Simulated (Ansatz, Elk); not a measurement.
# How far do independent atoms describe CoAgS2?

The structure of CoAgS2 used here is made up (a known structure type with other elements) and was relaxed beforehand with PBE. The aim is the Fourier transform of its all-electron density, F(hkl), set beside the sum over free spherical atoms that refinements use.

Method: DFT, PBE, all-electron APW+lo, Dirac cores, scalar-relativistic bands, static density, ferromagnetic start, in Elk 11.2.3 (patched build).

The structure was built from a prototype and need not be the compound's stable phase.

## (1) Set-up

The structure is orthorhombic, space group Pmmm (No. 47). Conventional cell: a = 3.347 Å, b = 3.694 Å, c = 6.239 Å, α = 90.00°, β = 90.00°, γ = 90.00°. Nearest to Ag lie 4 S at 2.51 Å. Nearest to Co lie 4 S at 2.19 Å. S has 2 Co at 2.19 Å and 2 Ag at 2.51 Å nearest. Farther neighbours and most contacts between anions are not listed.

## (2) Ground state and structure factors

An all-electron density is needed, since X-rays see the cores too. Task 0 finds the density and task 195 Fourier-transforms it; tshift is off so that phases refer to the origin typed.

The input, elk.in:

```
tasks
  0
  195
  196

xctype
  20

spinpol
  .true.

rgkmax
  7.0

gmaxvr
  14.0

lmaxo
  7

lmaxapw
  8

swidth
  0.002

tshift
  .false.

ramdisk
  .false.

hmaxvr
  5.5

maxscl
  120

epspot
  1e-06

reducebf
  0.8

sppath
  './'

avec
  6.32557142648 0.00000000000 0.00000000000
  0.00000000000 6.98068342038 0.00000000000
  0.00000000000 0.00000000000 11.78973449655

atoms
  3
  'Ag.in'
  1
  0.0000000000 0.0000000000 0.0000000000   0.000000 0.000000 0.000000
  'Co.in'
  1
  0.5000000000 0.5000000000 0.5000000000   0.000000 0.000000 -0.040000
  'S.in'
  2
  0.0000000000 0.5000000000 0.7265217697   0.000000 0.000000 0.000000
  0.0000000000 0.5000000000 0.2734782303   0.000000 0.000000 0.000000

ngridk
  6 5 3
```

On the command line:

```sh
OMP_NUM_THREADS=4 elk
```

Numbers of over 12 decimals in the logs are rounded to 6 here.

Output:

```text
┌─────────────────────────┐
│ Elk code version 11.2.3 │
└─────────────────────────┘

All units are atomic (Hartree, Bohr, etc.)

┌─────────────────────────────────────────────────┐
│ Ground-state run starting from atomic densities │
└─────────────────────────────────────────────────┘

Lattice vectors :
   6.325571426       0.000000000       0.000000000
   0.000000000       6.980683420       0.000000000
   0.000000000       0.000000000       11.78973450

Reciprocal lattice vectors :
  0.9932992426       0.000000000       0.000000000
   0.000000000      0.9000816867       0.000000000
   0.000000000       0.000000000      0.5329369638

Unit cell volume      :    520.5970848
Brillouin zone volume :   0.4764725364

Muffin-tin inner radius fraction :   0.1000000000E-01

Nuclei treated as point charges

Species : 1 (Ag)
 parameters loaded from : Ag.in
 name : silver
 nuclear charge    :   -47.00000000
 electronic charge :    47.00000000
 atomic mass :    196631.6998
 muffin-tin radius :    2.600000000
 number of radial points in muffin-tin :   1193
 inner part over the whole radius :   0.9869554211E-02
 number on inner part of muffin-tin    :    849
 approximate nuclear radius :   0.8648227117E-04
 number of mesh points to nuclear radius :    425
 atomic positions (lattice), magnetic fields (Cartesian) :
  1 :   0.00000000  0.00000000  0.00000000    0.00000000  0.00000000  0.00000000

Species : 2 (Co)
 parameters loaded from : Co.in
 name : cobalt
 nuclear charge    :   -27.00000000
 electronic charge :    27.00000000
 atomic mass :    107428.6517
 muffin-tin radius :    2.133653809
 number of radial points in muffin-tin :    993
 inner part over the whole radius :   0.9875120555E-02
 number on inner part of muffin-tin    :    698
 approximate nuclear radius :   0.7243775530E-04
 number of mesh points to nuclear radius :    336
 atomic positions (lattice), magnetic fields (Cartesian) :
  1 :   0.50000000  0.50000000  0.50000000    0.00000000  0.00000000 -0.04000000

Species : 3 (S)
 parameters loaded from : S.in
 name : sulphur
 nuclear charge    :   -16.00000000
 electronic charge :    16.00000000
 atomic mass :    58450.91931
 muffin-tin radius :    1.955849325
 number of radial points in muffin-tin :    793
 inner part over the whole radius :   0.9862563773E-02
 number on inner part of muffin-tin    :    552
 approximate nuclear radius :   0.6195814986E-04
 number of mesh points to nuclear radius :    252
 atomic positions (lattice), magnetic fields (Cartesian) :
  1 :   0.00000000  0.50000000 -0.27347823    0.00000000  0.00000000  0.00000000
  2 :   0.00000000  0.50000000  0.27347823    0.00000000  0.00000000  0.00000000

Total number of atoms per unit cell :    4
Total muffin-tin volume :    176.9890209
 ratio of muffin-tin to unit cell volume :   0.3399731310

Spin treatment :
 spin-polarised
 global magnetic field (Cartesian) :    0.000000000       0.000000000       0.000000000
 collinear magnetisation in z-direction

Number of Bravais lattice symmetries :    8
Number of crystal symmetries         :    8
Crystal has inversion symmetry
Real symmetric eigensolver will be used

k-point grid :      6     5     3
k-point offset :    0.000000000       0.000000000       0.000000000
k-point set is reduced with full crystal symmetry group
Total number of k-points :       24

Muffin-tin radius times maximum |G+k| :    7.000000000
 using average radius
Maximum |G+k| for APW functions       :    3.238734353
Maximum (1/2)|G+k|²                   :    5.244700104
Maximum |G| for potential and density :    14.00000000
Constant for pseudocharge density :    9
 order of it for each species :   16  16  16
 order of it for pair densities of each species (exact exchange by exxq0 0: 17) :   14   9   7
Radial integration step length :    1

G-vector grid sizes :     30    32    54
Number of G-vectors :    24135

Maximum angular momentum used for
 APW functions            :    8
 outer part of muffin-tin :    7
 inner part of muffin-tin :    2

[...]
[... loops 3 to 25 left out ...]

┌──────────────────┐
│ Loop number : 26 │
└──────────────────┘

Energies :
 Fermi                       :     0.178722
 sum of occupied eigenvalues :     -4439.6704313926
 electron kinetic            :      7779.1935970468
 core electron kinetic       :      7421.3037028629
 Coulomb                     :     -15027.927476998
 Coulomb potential           :     -11880.062880173
 nuclear-nuclear             :     -855.49397803187
 electron-nuclear            :     -16483.997065906
 Hartree                     :      2311.5635669404
 Madelung                    :     -9087.8960369112
 xc potential                :     -338.78862793294
 xc effective B-field        :    -0.12520484018863E-01
 external B-field            :      0.000000
 exchange                    :     -255.39203136056
 correlation                 :     -5.047751
 electron entropic           :    -0.96007655673980E-03
 total energy                :     -7509.1746223110
 (external B-field energy excluded from total)

Density of states at Fermi energy :    72.69092325
 (states/Hartree/unit cell)

Estimated indirect band gap :   0.1140188969E-02
 from k-point 21 to k-point 7
Estimated direct band gap   :   0.3260120572E-02
 at k-point 21

Charges :
 core                        :    60.00000000
 valence                     :    46.00000000
 interstitial                :    6.901947627
 muffin-tins (core leakage)
  species : 1 (Ag)
[...]
species : 2 (Co)
[...]
species : 3 (S)
[...]
total in muffin-tins        :    99.09805237
 total calculated charge     :    105.9958574
 total charge                :    106.0000000
 error                       :   0.4142623261E-02

Moments :
 interstitial                :   0.8929703856E-02
 muffin-tins
  species : 1 (Ag)
[...]
species : 2 (Co)
[...]
species : 3 (S)
[...]
total in muffin-tins        :   0.6675375248
 total moment                :   0.6764672287

RMS change in Kohn-Sham potential (target) :   0.3776548964E-06 (  0.1000000000E-05)
Absolute change in total energy (target)   :   0.1456756399E-04 (  0.1000000000E-03)

Convergence targets achieved

┌──────────────────┐
│ Loop number : 27 │
└──────────────────┘

Energies :
 Fermi                       :     0.178722
 sum of occupied eigenvalues :     -4439.6704340930
 electron kinetic            :      7779.1935929904
 core electron kinetic       :      7421.3037073206
 Coulomb                     :     -15027.927466632
 Coulomb potential           :     -11880.062885910
 nuclear-nuclear             :     -855.49397803187
 electron-nuclear            :     -16483.997039664
 Hartree                     :      2311.5635510644
 Madelung                    :     -9087.8960236766
 xc potential                :     -338.78862346304
 xc effective B-field        :    -0.12518189084930E-01
 external B-field            :      0.000000
 exchange                    :     -255.39202966066
 correlation                 :     -5.047751
 electron entropic           :    -0.95998738480316E-03
 total energy                :     -7509.1746143213
 (external B-field energy excluded from total)

Density of states at Fermi energy :    72.68294865
 (states/Hartree/unit cell)

Estimated indirect band gap :   0.1140212320E-02
 from k-point 21 to k-point 7
Estimated direct band gap   :   0.3261871486E-02
 at k-point 21

Charges :
 core                        :    60.00000000
 valence                     :    46.00000000
 interstitial                :    6.901947370
 muffin-tins (core leakage)
  species : 1 (Ag)
[...]
species : 2 (Co)
   atom 1                    :    25.63220294     (  0.1852649765E-02)
  species : 3 (S)
   atom 1                    :    13.75276001     (  0.3544993156E-03)
   atom 2                    :    13.75276001     (  0.3544993156E-03)
 total in muffin-tins        :    99.09805263
 total calculated charge     :    105.9958574
 total charge                :    106.0000000
 error                       :   0.4142624265E-02

Moments :
 interstitial                :   0.8930717228E-02
 muffin-tins
  species : 1 (Ag)
[...]
species : 2 (Co)
   atom 1                    :   0.6949625664
  species : 3 (S)
   atom 1                    :  -0.1184668334E-01
   atom 2                    :  -0.1184668334E-01
 total in muffin-tins        :   0.6674460136
 total moment                :   0.6763767308

┌──────────────────────────────┐
│ Self-consistent loop stopped │
└──────────────────────────────┘

Warning : the lowest level lies among the core levels :   -3.199248416      -3.298481745

Warning : core states of species 2 leak from the muffin-tin :   0.1852649765E-02

Warning : core states of species 3 leak from the muffin-tin :   0.3544993156E-03

Wrote STATE.OUT
```

Elapsed: 75 s, on 4 threads of AMD EPYC 9B45 (Zen 5), shared host; peak memory 0.4 GiB.

SFACRHO.OUT:

```text

h k l indices transformed by vhmat matrix:
   1.000000000       0.000000000       0.000000000    
   0.000000000       1.000000000       0.000000000    
   0.000000000       0.000000000       1.000000000    

      h      k      l  multipl.   |H|            Re(F)            Im(F)           |F|

      0      0      0      1   0.0000000       106.00000      0.11506220E-15   106.00000    
      0      0      1      2  0.53293696       14.880605     -0.72247359E-14   14.880605    
      0     -1      0      2  0.90008169      -8.1412149     -0.55038875E-14   8.1412149    
      1      0      0      2  0.99329924       43.411963      0.29790906E-14   43.411963    
      0     -1     -1      4   1.0460253       67.057540      0.72247359E-14   67.057540    
      0      0     -2      2   1.0658739       39.294688     -0.45154599E-14   39.294688    
      1      0     -1      4   1.1272379       58.627735     -0.90309198E-14   58.627735    
     -1     -1      0      4   1.3404441       36.690157      0.26364200E-14   36.690157    
      0      1     -2      4   1.3950750       37.490478      0.49670059E-14   37.490478    
      1     -1      1      8   1.4425021       19.592797     -0.54185519E-14   19.592797    
     -1      0      2      4   1.4569594      -3.9360117     -0.23931938E-13   3.9360117    
      0      0     -3      2   1.5988109       24.742290      0.24383484E-13   24.742290    
      1      1      2      8   1.7125646       72.359521     -0.22577300E-14   72.359521    
      0     -2      0      2   1.8001634       71.576759      0.92706999E-14   71.576759    
      0     -1      3      4   1.8347597       43.864796      0.45154599E-14   43.864796    
      0     -2     -1      4   1.8773945       12.242887     -0.90309198E-14   12.242887    
      1      0      3      4   1.8822433       59.251179      0.27092760E-13   59.251179    
     -2      0      0      2   1.9865985       67.958851      0.44334310E-14   67.958851
```

Elk indexes on the primitive cell of elk.in and gives |H| = 4π sin θ/λ in inverse bohr. Below, one row stands for each form hkl of the conventional cell (m members, Friedel mates merged), F is for one primitive cell and the density is static (no thermal factor). Free-atom factors are Waasmaier and Kirfel's, and R is Σm||F|−|F'||/Σm|F|.

| hkl | m | sin θ/λ (Å⁻¹) | abs F, DFT | neutral atoms | diff. |
| --- | --- | --- | --- | --- | --- |
| 001 | 2 | 0.080 | 14.881 | 15.156 | -0.275 |
| 010 | 2 | 0.135 | 8.141 | 7.523 | +0.618 |
| 100 | 2 | 0.149 | 43.412 | 43.483 | -0.071 |
| 011 | 4 | 0.157 | 67.058 | 66.982 | +0.076 |
| 002 | 2 | 0.160 | 39.295 | 39.603 | -0.308 |
| 101 | 4 | 0.170 | 58.628 | 58.654 | -0.026 |
| 110 | 4 | 0.202 | 36.690 | 36.965 | -0.275 |
| 012 | 4 | 0.210 | 37.490 | 37.580 | -0.090 |
| 111 | 8 | 0.217 | 19.593 | 19.770 | -0.177 |
| 102 | 4 | 0.219 | 3.936 | 3.747 | +0.189 |
| 003 | 2 | 0.240 | 24.742 | 24.725 | +0.018 |
| 112 | 8 | 0.258 | 72.359 | 72.581 | -0.221 |
| 020 | 2 | 0.271 | 71.577 | 71.741 | -0.164 |
| 013 | 4 | 0.276 | 43.865 | 44.143 | -0.278 |
| 021 | 4 | 0.282 | 12.243 | 12.339 | -0.096 |
| 103 | 4 | 0.283 | 59.251 | 59.568 | -0.317 |
| 200 | 2 | 0.299 | 67.959 | 68.349 | -0.390 |
| 120 | 4 | 0.309 | 32.357 | 32.326 | +0.031 |
| 201 | 4 | 0.309 | 12.082 | 11.903 | +0.178 |
| 113 | 8 | 0.314 | 6.943 | 6.864 | +0.079 |
| 022 | 4 | 0.315 | 31.961 | 32.009 | -0.048 |
| 121 | 8 | 0.319 | 45.727 | 45.924 | -0.197 |

## (3) The magnetisation density

The same run holds the spin density, and task 196 transforms it. The order is that of the start, and no other was tried.

SFACMAG_1.OUT:

```text

h k l indices transformed by vhmat matrix:
   1.000000000       0.000000000       0.000000000    
   0.000000000       1.000000000       0.000000000    
   0.000000000       0.000000000       1.000000000    

      h      k      l  multipl.   |H|            Re(F)            Im(F)           |F|

      0      0      0      1   0.0000000      0.67637675      0.12500514E-17  0.67637675    
      0      0      1      2  0.53293696     -0.67381902     -0.20118932E-15  0.67381902    
      0     -1      0      2  0.90008169     -0.52967478     -0.59313917E-16  0.52967478    
      1      0      0      2  0.99329924     -0.64700147      0.78608725E-16  0.64700147    
      0     -1     -1      4   1.0460253      0.52228106      0.11420939E-15  0.52228106    
      0      0     -2      2   1.0658739      0.60165481     -0.35960523E-15  0.60165481    
      1      0     -1      4   1.1272379      0.61524447     -0.25586871E-15  0.61524447    
     -1     -1      0      4   1.3404441      0.50757768      0.12580500E-15  0.50757768    
      0      1     -2      4   1.3950750     -0.48713819      0.35447904E-15  0.48713819    
      1     -1      1      8   1.4425021     -0.48596011     -0.14673040E-15  0.48596011    
     -1      0      2      4   1.4569594     -0.55171540     -0.38870878E-15  0.55171540    
      0      0     -3      2   1.5988109     -0.51691537      0.65368613E-15  0.51691537    
      1      1      2      8   1.7125646      0.41488742     -0.18729898E-15  0.41488742    
      0     -2      0      2   1.8001634      0.24674853      0.67589898E-16  0.24674853    
      0     -1      3      4   1.8347597      0.39203329      0.25155554E-15  0.39203329    
      0     -2     -1      4   1.8773945     -0.27237442     -0.11354794E-15  0.27237442
```

The total moment is 0.68 μB a cell; sphere moments: Ag1 0.00, Co2 +0.69, S3 -0.01, S4 -0.01 μB. Polarised neutrons measure spin and orbital magnetisation together; without spin-orbit coupling the run gives the spin part. With nearly all of the moment on one atom, abs F_M/F_M(0) is close to a form factor, set here beside ⟨j0⟩ of the free Co3+ ion (formal charge):

| hkl | sin θ/λ (Å⁻¹) | abs F_M (μB) | F_M/F_M(0) | ⟨j0⟩ |
| --- | --- | --- | --- | --- |
| 001 | 0.080 | 0.674 | 0.996 | 0.952 |
| 010 | 0.135 | 0.530 | 0.783 | 0.870 |
| 100 | 0.149 | 0.647 | 0.957 | 0.845 |
| 011 | 0.157 | 0.522 | 0.772 | 0.830 |
| 002 | 0.160 | 0.602 | 0.890 | 0.824 |
| 101 | 0.170 | 0.615 | 0.910 | 0.806 |
| 110 | 0.202 | 0.508 | 0.750 | 0.740 |
| 012 | 0.210 | 0.487 | 0.720 | 0.722 |
| 111 | 0.217 | 0.486 | 0.719 | 0.707 |
| 102 | 0.219 | 0.552 | 0.816 | 0.702 |
| 003 | 0.240 | 0.517 | 0.764 | 0.656 |
| 112 | 0.258 | 0.415 | 0.613 | 0.618 |
| 020 | 0.271 | 0.247 | 0.365 | 0.590 |
| 013 | 0.276 | 0.392 | 0.580 | 0.579 |

## (4) The highest occupied states alone

An energy window below the Fermi level keeps the highest occupied states, to see at which angles they scatter; shallow core shells can lie inside it and anion s states outside. No new self-consistency is needed.

Edit elk.in of step 2 so:

```diff
@@ -1,5 +1,3 @@
 tasks
-  0
   195
-  196
 
@@ -44,2 +42,5 @@
 
+wsfac
+  -0.262270 0.478720
+
 sppath
```

On the command line:

```sh
OMP_NUM_THREADS=4 elk
```

Output:

```text
┌─────────────────────────────────┐
│ Elk code version 11.2.3 started │
└─────────────────────────────────┘

Info(readinput): the functional depends on the density's gradient
 muffin-tin radial points multiplied by    2.00000
 (not where nrmtscf is given)

┌────────────────────┐
│ Current task : 195 │
└────────────────────┘
Info(checkmt): changed muffin-tin radius of species 2 (Co) from   2.4000 to   2.1337
Info(checkmt): changed muffin-tin radius of species 3 (S) from   2.2000 to   1.9558

Info(sfacrho): density structure factors written to SFACRHO.OUT

 Energy window :  -0.2622700000      0.4787200000

┌──────────────────┐
│ Elk code stopped │
└──────────────────┘
```

Run time: 4.3 s. Hardware: 4 threads; peak memory 0.21 GiB; 7 s of CPU time.

States within 12 eV below the Fermi level hold 28.00 electrons; any levels below the window count with the cores. Their amplitudes can exceed the total, where window and core parts have opposite phase:

| hkl | sin θ/λ (Å⁻¹) | abs F, window | abs F, all |
| --- | --- | --- | --- |
| 001 | 0.080 | 0.584 | 14.881 |
| 010 | 0.135 | 3.618 | 8.141 |
| 100 | 0.149 | 4.659 | 43.412 |
| 011 | 0.157 | 12.883 | 67.058 |
| 002 | 0.160 | 8.626 | 39.295 |
| 101 | 0.170 | 11.238 | 58.628 |
| 110 | 0.202 | 7.676 | 36.690 |
| 012 | 0.210 | 1.893 | 37.490 |
| 111 | 0.217 | 0.120 | 19.593 |
| 102 | 0.219 | 1.675 | 3.936 |

## (5) Another functional

The difference from free atoms is small, so it is set against the change that LDA (Perdew-Wang) makes.

Edit elk.in of step 4 so:

```diff
@@ -1,6 +1,8 @@
 tasks
+  0
   195
+  196
 
 xctype
-  20
+  3
 
@@ -42,5 +44,2 @@
 
-wsfac
-  -0.262270 0.478720
-
 sppath
```

On the command line:

```sh
OMP_NUM_THREADS=4 elk
```

Output:

```text
┌─────────────────────────┐
│ Elk code version 11.2.3 │
└─────────────────────────┘

All units are atomic (Hartree, Bohr, etc.)

┌─────────────────────────────────────────────────┐
│ Ground-state run starting from atomic densities │
└─────────────────────────────────────────────────┘

Lattice vectors :
   6.325571426       0.000000000       0.000000000
   0.000000000       6.980683420       0.000000000
   0.000000000       0.000000000       11.78973450

Reciprocal lattice vectors :
  0.9932992426       0.000000000       0.000000000
[...]
species : 2 (Co)
[...]
species : 3 (S)
   atom 1                    :  -0.1094711671E-01
   atom 2                    :  -0.1094711671E-01
 total in muffin-tins        :   0.5970940808
 total moment                :   0.6081286989

┌──────────────────────────────┐
│ Self-consistent loop stopped │
└──────────────────────────────┘

Warning : the lowest level lies among the core levels :   -3.203715967      -3.280070117

Warning : core states of species 2 leak from the muffin-tin :   0.1940631548E-02

Warning : core states of species 3 leak from the muffin-tin :   0.3526421252E-03

Wrote STATE.OUT
[key lines of the parts left out:]
total energy                :     -7499.5964001145
```

It took 31 s on 4 threads; peak memory 0.23 GiB; 1.8 min of CPU time.

Against the first run R = 0.06 %; the largest change is -0.074 at 100. The moment goes from 0.68 to 0.61 μB.

[end of part 1 of 2]

[Logs are printed without paths, hosts, clocks, repeated set-up lines and the standing remarks that a program may print on its own settings, such as how far it seeks lower states.]

[Hosts, paths, dates, database ids (printed as entryN), source tags and the programs' standing remarks are cut or masked in the printed files.]
